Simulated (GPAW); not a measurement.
**A GW chain in GPAW: BiB3As2 (ordered alloy, started on the zincblende lattice) (P3m1)**

Symmetry: P3m1, No. 156, trigonal system. Conventional cell: a = 3.571 Å, b = 3.571 Å, c = 8.771 Å, α = 90.00°, β = 90.00°, γ = 120.00°. As has 4 B at 2.05 to 2.17 Å nearest. Nearest to B lie 4 As at 2.09 to 2.17 Å. Nearest to As lie 4 B at 2.09 to 2.16 Å. B has 3 As at 2.16 Å and 1 Bi at 2.39 Å nearest. Nearest to Bi lie 4 B at 2.26 to 2.39 Å. Nearest to B lie 1 As at 2.05 Å and 3 Bi at 2.26 Å. Farther neighbours are not listed.

```xyz
6
Lattice="3.5712 0.0000 0.0000 -1.7856 3.0928 0.0000 0.0000 0.0000 8.7711" Properties=species:S:1:pos:R:3 pbc="T T T"
As    0.0000    0.0000    0.0644
B     0.0000    2.0618    0.7324
As    0.0000    2.0618    2.8201
B     1.7856    1.0309    3.4701
Bi    1.7856    1.0309    5.8629
B     0.0000    0.0000    6.7851
```

```
method                               : DFT, PBE, plane waves, PAW (and 1 further level or step)
program                              : GPAW 26.7.0
settings of one run                  : cutoff 600 eV, GPAW PAW setups 1.2.1 data release, 3×3×2 k-mesh, nbands 125
cost                                 : 3 runs, 70 s in all on 4 MPI ranks of Arm Neoverse V1, shared host (the runs of this entry)
notes                                : The structure was built from a prototype and need not be the compound’s stable phase. The structure was relaxed with PBE. The structure type comes from a generator and need not be one that this composition takes. Limits: no spin-orbit coupling. Only 2 of the mesh’s irreducible points were corrected, so a valley elsewhere could overtake. Bands and cutoff are finite, so the gap is not at the basis limit. The miss can reach some tenths of an eV and take either sign; the mesh is an error of its own. The 3×3×2 mesh is coarse for this cell, which bears on the long-range parts of exchange and screening. With atoms this heavy and so narrow a gap, spin-orbit coupling can invert the bands. These scalar-relativistic gaps are then model values, not to be set against experiment, and a spin-orbit change taken from DFT can’t simply be added.
PBE gap                              : 0.41 eV, indirect
G0W0 gap on the mesh                 : 0.88 eV
G0W0 gap over the zone (rigid shift) : 0.74 eV
GW settings                          : 3×3×2 mesh, 115 bands, screening to 65 eV, Godby-Needs plasmon pole
known limits                         : not at the basis limit; model gap, bands may invert with spin-orbit coupling; no spin-orbit coupling; coarse k mesh
```

G0W0 moves the gap on the mesh from 0.55 eV to 0.88 eV (+0.33 eV), with Z of 0.79 and 0.80 at the edges. The mesh misses the band edges by 0.14 eV in all; a rigid shift gives 0.74 eV for the zone.

## Quasiparticle gap of BiB3As2 (ordered alloy, started on the zincblende lattice) (P3m1) in GPAW

It takes space group P3m1 (No. 156, trigonal). Conventional cell: a = 3.571 Å, b = 3.571 Å, c = 8.771 Å, α = 90.00°, β = 90.00°, γ = 120.00°. As has 4 B at 2.05 to 2.17 Å nearest. Nearest to B lie 4 As at 2.09 to 2.17 Å. As has 4 B at 2.09 to 2.16 Å nearest. Nearest to B lie 3 As at 2.16 Å and 1 Bi at 2.39 Å. Nearest to Bi lie 4 B at 2.26 to 2.39 Å. Nearest to B lie 1 As at 2.05 Å and 3 Bi at 2.26 Å. Farther neighbours are not listed.

```xyz
6
Lattice="3.5712 0.0000 0.0000 -1.7856 3.0928 0.0000 0.0000 0.0000 8.7711" Properties=species:S:1:pos:R:3 pbc="T T T"
As    0.0000    0.0000    0.0644
B     0.0000    2.0618    0.7324
As    0.0000    2.0618    2.8201
B     1.7856    1.0309    3.4701
Bi    1.7856    1.0309    5.8629
B     0.0000    0.0000    6.7851
```

```
method                               : DFT, PBE, plane waves, PAW (and 1 further level or step)
program                              : GPAW 26.7.0
settings of one run                  : cutoff 700 eV, GPAW PAW setups 1.2.1 data release, 6×6×4 k-mesh
cost                                 : 4 runs, 4.7 min in all on 4 MPI ranks of Arm Neoverse V1, shared host (the runs of this entry)
notes                                : The structure was built from a prototype and need not be the compound’s stable phase. The start is a generated structure, not a measured one. The structure type comes from a generator and need not be one that this composition takes. Limits: no spin-orbit coupling. Only 2 of the mesh’s irreducible points were corrected, so a valley elsewhere could overtake. Bands and cutoff are finite, so the gap is not at the basis limit. The miss can reach some tenths of an eV and take either sign; the mesh is an error of its own. The 3×3×2 mesh is coarse for this cell, which bears on the long-range parts of exchange and screening. With atoms this heavy and so narrow a gap, spin-orbit coupling can invert the bands. These scalar-relativistic gaps are then model values, not to be set against experiment, and a spin-orbit change taken from DFT can’t simply be added.
PBE gap                              : 0.41 eV, indirect
G0W0 gap on the mesh                 : 0.93 eV
G0W0 gap over the zone (rigid shift) : 0.78 eV
GW settings                          : 3×3×2 mesh, 151 bands, screening to 78 eV, Godby-Needs plasmon pole
known limits                         : not at the basis limit; model gap, bands may invert with spin-orbit coupling; no spin-orbit coupling; coarse k mesh
```

G0W0 moves the gap on the mesh from 0.55 eV to 0.93 eV (+0.37 eV), with Z of 0.79 and 0.80 at the edges. The mesh misses the band edges by 0.14 eV in all; a rigid shift gives 0.78 eV for the zone.

[Paths, hosts, dates, memory and timing lines, banners, echoed tables and standing remarks are left out of the program output.]

[Logs are printed without paths, hosts, clocks, repeated set-up lines and the standing remarks that a program may print on its own settings, such as how far it seeks lower states.]

[Runs of the session that timed out or met a known fault of the program may be left out.]

[Hosts, paths, dates, database ids (printed as entryN), source tags and the programs' standing remarks are cut or masked in the printed files.]
